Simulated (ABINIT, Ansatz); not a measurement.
An input for ABINIT 10.8.3 (CdF2 (Fm-3m)):

```
acell 3*1.0 Angstrom
rprim 
  0.000000000000 2.694000000000 2.694000000000
  2.694000000000 -0.000000000000 2.694000000000
  2.694000000000 2.694000000000 -0.000000000000
ntypat 2
znucl 48 9
natom 3
typat 1 2 2
xred 
  0.000000000000 0.000000000000 0.000000000000
  0.250000000000 0.250000000000 0.250000000000
  0.750000000000 0.750000000000 0.750000000000
pp_dirpath "pseudos"
pseudos "Cd.upf, F.upf"
ecut 47
ngkpt 6 6 6
nshiftk 1
shiftk 0 0 0
kptopt 1
chksymbreak 0
nband 22
occopt 1
tolvrs 1e-10
nstep 60
prtwf 0
optforces 0
optstress 0
indata_prefix "in"
outdata_prefix "out"
tmpdata_prefix "tmp"
```

```sh
OMP_NUM_THREADS=1 mpirun -n 4 abinit run.abi > log
```

Estimate wall time and host memory on 4 MPI ranks of Arm Neoverse V1, shared host.

It took 17 s; on shared hardware allow 8.4 s to 34 s. Peak host memory was 0.37 GiB.

[Long decimals in the printed logs are rounded to 6 places.]

[Logs are printed without paths, hosts, clocks, repeated set-up lines and the standing remarks that a program may print on its own settings, such as how far it seeks lower states.]

[Paths, hosts, dates, memory and timing lines, banners, echoed tables and standing remarks are left out of the program output; an Ansatz launch command may be rebuilt from the run's recorded settings. Measured values are a selection of at most five: reports struck by readers or far from the other reports are left out. None is set beside runs whose start may be inverted or whose files or cutoffs have a known fault.]

[Runs of the session that timed out or met a known fault of the program may be left out.]

[Hosts, paths, dates, database ids (printed as entryN), source tags and the programs' standing remarks are cut or masked in the printed files.]

[G0W0 gaps are taken among the corrected bands and points alone; a level outside them can change the order at an edge.]

[Where Ansatz stands beside ABINIT at settings called matched, ABINIT's density can come from a denser mesh and the files from another edition; pairs whose starting gaps differed by over 0.03 eV were left out, so agreement reads better than it is.]
